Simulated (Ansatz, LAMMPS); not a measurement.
# What went wrong? liquid mixture of trimethyl phosphate and ethylene glycol at 300 K (197 atoms)

Program: Ansatz 0.2.0. The cell: 35 C, 46 O, 11 P and 105 H.

input.yaml

```yaml
crystal:
  lattice:
    - [13.05591, 0.0, 0.0]
    - [0.0, 13.05591, 0.0]
    - [0.0, 0.0, 13.05591]
  atoms:
    - { symbol: C, position: [0.46807, 0.44141, 0.56015], spin: 2.0 }
    - { symbol: O, position: [0.43989, 0.49242, 0.47064] }
    - { symbol: P, position: [0.45964, 0.61403, 0.4796] }
    - { symbol: O, position: [0.56779, 0.64883, 0.50205] }
    - { symbol: O, position: [0.36606, 0.65145, 0.55665] }
    - { symbol: C, position: [0.32903, 0.7499, 0.54226] }
    - { symbol: O, position: [0.40863, 0.65986, 0.37588] }
    - { symbol: C, position: [0.4571, 0.632, 0.28266] }
    - { symbol: H, position: [0.54389, 0.4773, 0.5785] }
    - { symbol: H, position: [0.42202, 0.46715, 0.62354] }
    - { symbol: H, position: [0.46584, 0.35872, 0.54105] }
    - { symbol: H, position: [0.27185, 0.74834, 0.48366] }
    - { symbol: H, position: [0.28289, 0.77393, 0.61066] }
    - { symbol: H, position: [0.39312, 0.80508, 0.53068] }
    - { symbol: H, position: [0.46014, 0.54938, 0.28404] }
    - { symbol: H, position: [0.414, 0.65391, 0.21586] }
    - { symbol: H, position: [0.53699, 0.6573, 0.28425] }
    - { symbol: C, position: [0.09701, 0.8536, 0.45728] }
    [... 173 atom lines left out ...]
    - { symbol: H, position: [0.64598, 0.16308, 0.55416] }
    - { symbol: H, position: [0.66431, 0.19969, 0.38278] }
    - { symbol: H, position: [0.63562, 0.33293, 0.42302] }
    - { symbol: H, position: [0.77477, 0.33797, 0.53153] }
    - { symbol: H, position: [0.82127, 0.29177, 0.41411] }
    - { symbol: H, position: [0.79294, 0.12549, 0.48255] }
kpoints:
  mp_grid: { grid: [1, 1, 1] }
hamiltonian:
  xc: pbe
  dispersion: d3bj
scf:
  occupations: { method: fermi_dirac, width: 0.025 }
  max_iter: 60
output:
  forces: true
```

Run with:

```console
$ ansatz run input.yaml --threads 8 --pin off --max-ram 15872MiB --backend cpu --events-out ev --progress --plain --runs-dir out
```

What it wrote:

```text
Error: inconsistent input (magnetization.spin_polarized): false but per-atom `spin:`, `per_species`, `initial_magnetization`, `magnetic_field`, or `spin_locking` is set
```

The job ended after 0.02 s (8 threads of Intel Xeon 6975P-C (Granite Rapids), shared host; peak memory 0.044 GiB; 0.02 s of CPU time).

Q: Name the fault and the fix.

A moment without spin polarisation: crystal.atoms[0].spin = 2.0 and starting moments = "other".

The fix is to switch spin polarisation on, or take the moment out.

The program refused it before any cycle.

[Long decimals in the printed logs are rounded to 6 places.]

[Logs are printed without paths, hosts, clocks, repeated set-up lines and the standing remarks that a program may print on its own settings, such as how far it seeks lower states.]

[Hosts, paths, dates, database ids (printed as entryN), source tags and the programs' standing remarks are cut or masked in the printed files.]
